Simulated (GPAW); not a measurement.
# In K-edge XANES of InAg (Pm-3m), part 2 of 2

What does one-electron theory with a core hole give for the In K edge of InAg (Pm-3m)?

GPAW 26.7.0; X-ray absorption from dipole matrix elements to empty bands, plane-wave PAW LDA.

So far. Step 2 (Ground state of the crystal): The mesh shows no gap, so the system is treated as a metal and the core electron is put at the Fermi level (neutral cell). Step 3 (Spectrum without a core hole, In atom 1): Main maxima below 28 eV (height): 7.2 eV (1.21) and 21.4 eV (0.97). A K edge sees empty p states on the absorber.

### 5. Spectrum with XCH, In atom 1

The holes are 6.9 Å apart. In GPAW the data set carries the hole's charge, so charge=0 means a charged cell and charge=-1 a neutral one. The excited electron is kept in the cell, where it fills the lowest empty states and screens the hole. After the field has converged, empty bands are computed with the density fixed and the dipole matrix elements are summed.

Input file xas.py:

```python
import numpy as np
from ase import Atoms
from ase.parallel import parprint, paropen
from gpaw import GPAW, PW, FermiDirac, Mixer, MixerDif, setup_paths
from gpaw.test import gen
setup_paths.insert(0, '.')
gen('In', name='fch1s', xcname='LDA', corehole=(1, 0, 1), write_xml=True)
from gpaw.mpi import world
world.barrier()

atoms = Atoms('In8Ag8',
    cell=[[6.92957732, 0, 0],
     [0, 6.92957732, 0],
     [0, 0, 6.92957732]],
    scaled_positions=[[0.25, 0.25, 0.25],
     [0.25, 0.25, 0.75],
     [0.25, 0.75, 0.25],
     [0.75, 0.25, 0.25],
     [0.25, 0.75, 0.75],
     [0.75, 0.25, 0.75],
     [0.75, 0.75, 0.25],
     [0.75, 0.75, 0.75],
     [0, 0, 0],
     [0, 0, 0.5],
     [0, 0.5, 0],
     [0.5, 0, 0],
     [0, 0.5, 0.5],
     [0.5, 0, 0.5],
     [0.5, 0.5, 0],
     [0.5, 0.5, 0.5]],
    pbc=True)
atoms.calc = calc = GPAW(legacy_gpaw=True, mode=PW(430), xc='LDA', setups={0: 'fch1s'},
    kpts={'size': (4, 4, 4), 'gamma': True}, occupations=FermiDirac(0.1),
    charge=-1, mixer=Mixer(0.1, 5, 50), maxiter=150,
    convergence={'density': 0.0001}, txt='scf.txt')
energy = atoms.get_potential_energy() + calc.get_reference_energy()
ef = calc.get_fermi_level()
out = dict(energy=energy, fermi=ef, forces=atoms.get_forces().tolist())
parprint(f'all-electron energy {energy:.4f} eV, Fermi level {ef:.4f} eV')
ev = np.array([[calc.get_eigenvalues(k, s) for k in range(len(calc.get_ibz_k_points()))] for s in range(calc.get_number_of_spins())])
out['homo'], out['lumo'], out['counts'] = ev[ev < ef].max(), ev[ev > ef].min(), sorted(set((ev < ef).sum((0, 2)).tolist()))
out['filled'] = (ev[:, 0] < ef).sum(1).tolist()

from ase.units import Ha
from gpaw.xas import dipole_matrix_elements
nb = int(calc.get_number_of_electrons() / 2) + 200
top, nb = nb, nb + 8 + nb // 12
nscf = calc.fixed_density(kpts={'size': (4, 4, 4), 'gamma': True}, nbands=nb,
    convergence={'bands': top, 'eigenstates': 1e-5}, maxiter=60, txt='nscf.txt')
cell = atoms.cell.array
ops = [cell.T @ U.T @ np.linalg.inv(cell.T) for U in nscf.wfs.kd.symmetry.op_scc]
E = np.arange(-6, 34, 0.1)
fwhm = np.interp(E, [4, 25], [7.91, 7.91])
Y, X, zero, highest = 0, 0, 1e9, 1e9
for spin in range(nscf.get_number_of_spins()):
    wfs = nscf.wfs
    A = dipole_matrix_elements(wfs.setups[0])
    eps = np.zeros((wfs.kd.nibzkpts, nb))
    d = np.zeros((3, A.shape[1], wfs.kd.nibzkpts, nb), complex)
    for kpt in wfs.kpt_u:
        if kpt.s == spin and 0 in kpt.P_ani:
            eps[kpt.k] = kpt.eps_n * Ha
            d[:, :, kpt.k] = (kpt.weight * wfs.nspins / 2) ** 0.5 * np.inner(A, kpt.P_ani[0])
    world.sum(eps)
    world.sum(d)
    T = np.einsum('amkn,bmkn->abkn', d, d.conj()).real
    T = sum(np.einsum('ai,ijkn,bj->abkn', R, T, R) for R in ops) / len(ops)
    empty = eps > ef
    zero, highest = min(zero, eps[empty].min()), min(highest, eps[:, top - 1].min())
    lines = [(eps, T, empty)] if spin == 0 else lines + [(eps, T, empty)]
for eps, T, empty in lines:
    f = np.einsum('aakn->akn', T).reshape(3, -1)
    x = eps.ravel() - zero
    w = np.interp(x, E, fwhm) / 2.35482
    g = np.exp(-0.5 * ((E[:, None] - x) / w) ** 2) / (w * (2 * np.pi) ** 0.5)
    Y = Y + (f * empty.ravel()) @ g.T
    X = X + (f * ~empty.ravel()) @ g.T
out.update(E=E.round(2).tolist(), xas=Y.tolist(), xes=X.tolist(), zero=zero, valid=highest - zero, nk=len(eps), nb=nb)
for i in range(0, len(E), 10):
    parprint(f'{E[i]:7.2f}', *(f'{v:10.3e}' for v in Y[:, i]))
import json
with paropen('out.json', 'w') as f:
    json.dump(out, f)
```

Run with:

```console
OMP_NUM_THREADS=1 mpirun -n 4 gpaw python xas.py
```

Numbers of over 12 decimals in the logs are rounded to 6 here.

What it wrote:

```text
Input parameters:
  charge: -1
  convergence: {density: 0.0001}
  kpts: {gamma: True,
         size: (4, 4, 4)}
  maxiter: 150
  mixer: {backend: pulay,
          beta: 0.1,
          method: separate,
          nmaxold: 5,
          weight: 50}
  mode: {ecut: 430.0,
         name: pw}
  occupations: {fixmagmom: False,
                name: fermi-dirac,
                width: 0.1}
  setups: {0: fch1s}

Initialize ...

[... PAW data sets ...]

Reference energy: -2406389.194937  # eV

Spin-paired calculation

[... convergence settings ...]
Symmetries present (total): 6
  [... symmetry matrices ...]

64 k-points: 4 x 4 x 4 Monkhorst-Pack grid + [1/8,1/8,1/8]
13 k-points in the irreducible part of the Brillouin zone
       k-points in crystal coordinates                weights
   0:     0.00000000    0.00000000    0.00000000          1/64
   1:     0.25000000    0.00000000   -0.25000000          6/64
   2:     0.25000000    0.00000000    0.00000000          6/64
   3:     0.25000000    0.25000000   -0.25000000          6/64
   4:     0.25000000    0.25000000    0.00000000          6/64
   5:     0.25000000    0.25000000    0.25000000          2/64
   6:     0.50000000    0.00000000    0.00000000          3/64
   7:     0.50000000    0.25000000   -0.25000000          6/64
   8:     0.50000000    0.25000000    0.00000000         12/64
   9:     0.50000000    0.25000000    0.25000000          6/64
          ...
  12:     0.50000000    0.50000000    0.50000000          1/64

Wave functions: Plane wave expansion
  Cutoff energy: 430.000 eV
  Number of coefficients (min, max): 6718, 6816
  Pulay-stress correction: 0.000000 eV/Ang^3 (de/decut=0.000000)
  Using FFTW library
  Wavefunction extrapolation:
    Improved wavefunction reuse through dual PAW basis

Occupation numbers: Fermi-Dirac:
  width: 0.1000  # eV

Eigensolver
   Davidson(niter=2)

Densities:
  Coarse grid: 35*35*35 grid
  Fine grid: 70*70*70 grid
  Total Charge: 0.000000

Density mixing:
  Method: separate
  Backend: pulay
  Linear mixing parameter: 0.1
  old densities: 5
  Width of damping distribution: 1.1
  Damping of long wavelength oscillations: 50

[... Hamiltonian set-up ...]
Number of atoms: 16
Number of atomic orbitals: 168
Number of bands in calculation: 149
Number of valence electrons: 241
Bands to converge: occupied

... initialized

Initializing position-dependent things.

Density initialized from atomic densities
Creating initial wave functions:
  149 bands from LCAO basis set

Positions:
   0 In     1.732394    1.732394    1.732394    ( 0.0000,  0.0000,  0.0000)
   1 In     1.732394    1.732394    5.197183    ( 0.0000,  0.0000,  0.0000)
   2 In     1.732394    5.197183    1.732394    ( 0.0000,  0.0000,  0.0000)
   3 In     5.197183    1.732394    1.732394    ( 0.0000,  0.0000,  0.0000)
   4 In     1.732394    5.197183    5.197183    ( 0.0000,  0.0000,  0.0000)
   5 In     5.197183    1.732394    5.197183    ( 0.0000,  0.0000,  0.0000)
   6 In     5.197183    5.197183    1.732394    ( 0.0000,  0.0000,  0.0000)
[...]
13 Ag     3.464789    0.000000    3.464789    ( 0.0000,  0.0000,  0.0000)
  14 Ag     3.464789    3.464789    0.000000    ( 0.0000,  0.0000,  0.0000)
  15 Ag     3.464789    3.464789    3.464789    ( 0.0000,  0.0000,  0.0000)

Unit cell:
           periodic     x           y           z      points  spacing
  1. axis:    yes    6.929577    0.000000    0.000000    35     0.1980
  2. axis:    yes    0.000000    6.929577    0.000000    35     0.1980
  3. axis:    yes    0.000000    0.000000    6.929577    35     0.1980

  Lengths:   6.929577   6.929577   6.929577
  Angles:   90.000000  90.000000  90.000000

Effective grid spacing dv^(1/3) = 0.1980

iter:   1   -73.918467
iter:   2   -68.854760   -1.71  -1.38
iter:   3   -66.036480   -1.66  -1.50
iter:   4   -65.844696   -2.72  -1.76
iter:   5   -65.745585   -2.56  -1.86
iter:   6   -65.589584   -2.95  -2.02
iter:   7   -65.569507   -3.82  -2.74
iter:   8   -65.559025c  -4.36  -3.28
iter:   9   -65.558082c  -5.08  -3.59
iter:  10   -65.558019c  -6.62  -3.69
iter:  11   -65.557825c  -6.19  -3.73
iter:  12   -65.557785c  -6.55  -4.02c
iter:  13   -65.557810c  -7.01  -4.17c
iter:  14   -65.557832c  -7.69c -4.41c

Converged after 14 iterations.

Dipole moment: (-0.042227, -0.042227, -0.042227) |e|*Ang

Energy contributions relative to reference atoms: (reference = -2406389.194937)

Kinetic:        +55.132317
Potential:      -59.086498
External:        +0.000000
XC:             -64.883612
Entropy (-ST):   -0.218005
Local:           +3.388964
SIC:             +0.000000
--------------------------
Free energy:    -65.666834
Extrapolated:   -65.557832

Showing only first 2 kpts
 Kpt  Band  Eigenvalues  Occupancy
  0   118      6.56540    1.99999
  0   119      6.64342    1.99998
  0   120      6.64342    1.99998
  0   121      8.08463    0.13615

  1   118      7.22067    1.99517
  1   119      7.22484    1.99496
  1   120      7.82552    0.98725
[...]
Fermi level: 7.82297

No gap
No difference between direct/indirect transitions

Forces in eV/Ang:
  0 In    0.00008    0.00008    0.00008
  1 In    0.00007    0.00007   -0.00006
  2 In    0.00007   -0.00006    0.00007
  3 In   -0.00006    0.00007    0.00007
  4 In    0.00007   -0.00007   -0.00007
  5 In   -0.00007    0.00007   -0.00007
  6 In   -0.00007   -0.00007    0.00007
[...]
13 Ag    0.02896   -0.02896    0.02896
 14 Ag    0.02896    0.02896   -0.02896
 15 Ag    0.02895    0.02895    0.02895
Scalar-relativistic atomic LDA calculation for In (Indium, Z=49)
Core hole in 1s state (1s occupation: 1.0)
750 radial gridpoints.
|------------------------------------------------|
|------------------------------------------------|
[... the atom generator's iteration count ...]

Energy contributions:
-------------------------
Kinetic:    +5011.498431
XC:          -139.186330
Potential:  -9717.082001
-------------------------
Total:      -4844.769900

state      eigenvalue         ekin         rmax
-----------------------------------------------
1s^1.0 : -1041.429737  1307.814509        0.019
2s^2.0 :  -158.894443   276.621694        0.107
2p^6.0 :  -144.457712   265.266805        0.085
3s^2.0 :   -30.906173    78.936934        0.310
3p^6.0 :   -25.920716    73.967952        0.302
3d^10.0:   -17.751812    67.653522        0.251
4s^2.0 :    -5.129466    21.303129        0.750
4p^6.0 :    -3.583045    18.210022        0.788
4d^10.0:    -1.255654    12.089910        0.885
5s^2.0 :    -0.660150     2.990870        1.992
5p^1.0 :    -0.387573     1.875673        2.413
-----------------------------------------------
(units: Bohr and Hartree)

Generating PAW setup
Kinetic energy of the core from tauc = 5003.343445099466
Cutoffs:
rc(s)=2.240
rc(p)=2.350
rc(d)=2.170
rc(vbar)=2.230
rc(comp)=2.150
rc(nct)=2.350

Kinetic energy of the core states: 4882.741918
Charge: 1.0
Core electrons: 35.0
Valence electrons: 13.0
Pseudo-core charge: 0.399899
Shape function alpha=2.163
Pseudo-electron charge 6.108974
state    eigenvalue         norm
--------------------------------
5s(2) :    -0.660150     1.151852
*s    :     0.339850
5p(1) :    -0.387573     1.028477
*p    :     0.612427
4d(10):    -1.255654     0.237689
*d    :    -0.255654
--------------------------------

Diagonalizing with gridspacing h=0.050

state   all-electron     PAW
-------------------------------
5s:      -0.660150    -0.661222
5p:      -0.387573    -0.389203
4d:      -1.255654    -1.256519
*f:                   -0.025681
-------------------------------
all-electron energy -2406454.7528 eV, Fermi level 7.8230 eV
[...]
31.00  1.666e-08  1.666e-08  1.666e-08
  32.00  1.730e-08  1.730e-08  1.730e-08
  33.00  1.782e-08  1.782e-08  1.782e-08
```

Elapsed: 7.3 min, on 4 MPI ranks of Arm Neoverse V2, shared host; peak memory 0.72 GiB; 29 min of CPU time.

The In K spectrum, In atom 1, excited-electron core hole (neutral cell) (energy from the lowest empty level; intensity scaled to a mean of 1 over the first 20 eV):

```tsv
E (eV)	intensity
-2.00	0.34
-1.25	0.45
-0.50	0.57
0.25	0.70
1.00	0.82
1.75	0.94
2.50	1.05
3.25	1.13
4.00	1.19
4.75	1.23
5.50	1.24
6.25	1.23
7.00	1.21
7.75	1.17
8.50	1.13
9.25	1.09
10.00	1.04
10.75	1.00
11.50	0.96
12.25	0.93
13.00	0.90
13.75	0.88
14.50	0.87
15.25	0.86
16.00	0.86
16.75	0.87
17.50	0.88
18.25	0.89
19.00	0.90
19.75	0.91
20.50	0.92
21.25	0.92
22.00	0.91
22.75	0.90
23.50	0.89
24.25	0.87
25.00	0.86
25.75	0.84
26.50	0.83
27.25	0.83
28.00	0.83
28.75	0.83
29.50	0.85
30.25	0.87
31.00	0.89
31.75	0.92
```

Main maxima below 28 eV (height): 5.6 eV (1.24) and 21.0 eV (0.92). 

### 6. What the core hole does

Both curves are counted from their own zero, so only the shift of weight within the empty states shows.

```tsv
E (eV)	no hole	XCH
-2.0	0.25	0.34
-1.0	0.37	0.49
0.0	0.51	0.65
1.0	0.66	0.82
2.0	0.81	0.98
3.0	0.95	1.11
4.0	1.06	1.19
5.0	1.14	1.23
6.0	1.19	1.23
7.0	1.21	1.21
8.0	1.20	1.16
9.0	1.17	1.10
10.0	1.13	1.04
11.0	1.08	0.99
12.0	1.03	0.94
13.0	0.99	0.90
14.0	0.95	0.87
15.0	0.93	0.86
16.0	0.92	0.86
17.0	0.92	0.87
18.0	0.93	0.89
19.0	0.94	0.90
20.0	0.96	0.91
21.0	0.97	0.92
22.0	0.96	0.91
23.0	0.95	0.90
24.0	0.94	0.88
25.0	0.91	0.86
26.0	0.89	0.84
27.0	0.87	0.83
28.0	0.85	0.83
29.0	0.85	0.84
30.0	0.86	0.86
31.0	0.88	0.89
```

With each curve scaled to its own mean, the area from −2 to 6 eV with the hole is 7.3 against 6.2, and the centre of weight from −1 to 20 eV moves by -0.5 eV: the hole pulls the absorber's empty states down.

### 7. Results

| Property | Result |
| --- | --- |
| absorber and edge | In K, atom 1 of the ground-state input (counted from 1) |
| surroundings | 8 Ag at 3.00 Å and 6 In at 3.46 Å (cube and octahedron, as in bcc, site symmetry m-3m) |
| highest intensity below 24 eV | 5.6 eV above the zero, height 1.24 |

What this shows: The In K edge of atom 1, with 8 Ag at 3.00 Å and 6 In at 3.46 Å (cube and octahedron, as in bcc, site symmetry m-3m), has its highest intensity of the first 24 eV at 5.6 eV above the zero, 1.2 times the mean level of the first 20 eV (Gaussian full width 7.91 eV). With each curve scaled to its own mean, the area from −2 to 6 eV with the hole is 7.3 against 6.2, and the centre of weight from −1 to 20 eV moves by -0.5 eV: the hole pulls the absorber's empty states down. The script folds with a Gaussian, whereas the core hole's own line is a Lorentzian, so the onset is too steep and the first peak too high. The structure is a computed Materials Project entry and may be a hypothetical form.

[Banner, clock and machine lines of the logs are left out without a mark of their own.]

[Logs are printed without paths, hosts, clocks, repeated set-up lines and the standing remarks that a program may print on its own settings, such as how far it seeks lower states.]

[Hosts, paths, dates, database ids (printed as entryN), source tags and the programs' standing remarks are cut or masked in the printed files.]

[Lists of maxima count a maximum above −3 eV only where it reaches 4 % of the highest in the window and stands out from its surroundings by 2 % of it (1.5 % where it reaches 55 %); shoulders and weaker maxima are passed over, and of the rest the first, up to two pre-edge ones and the few strongest are named.]
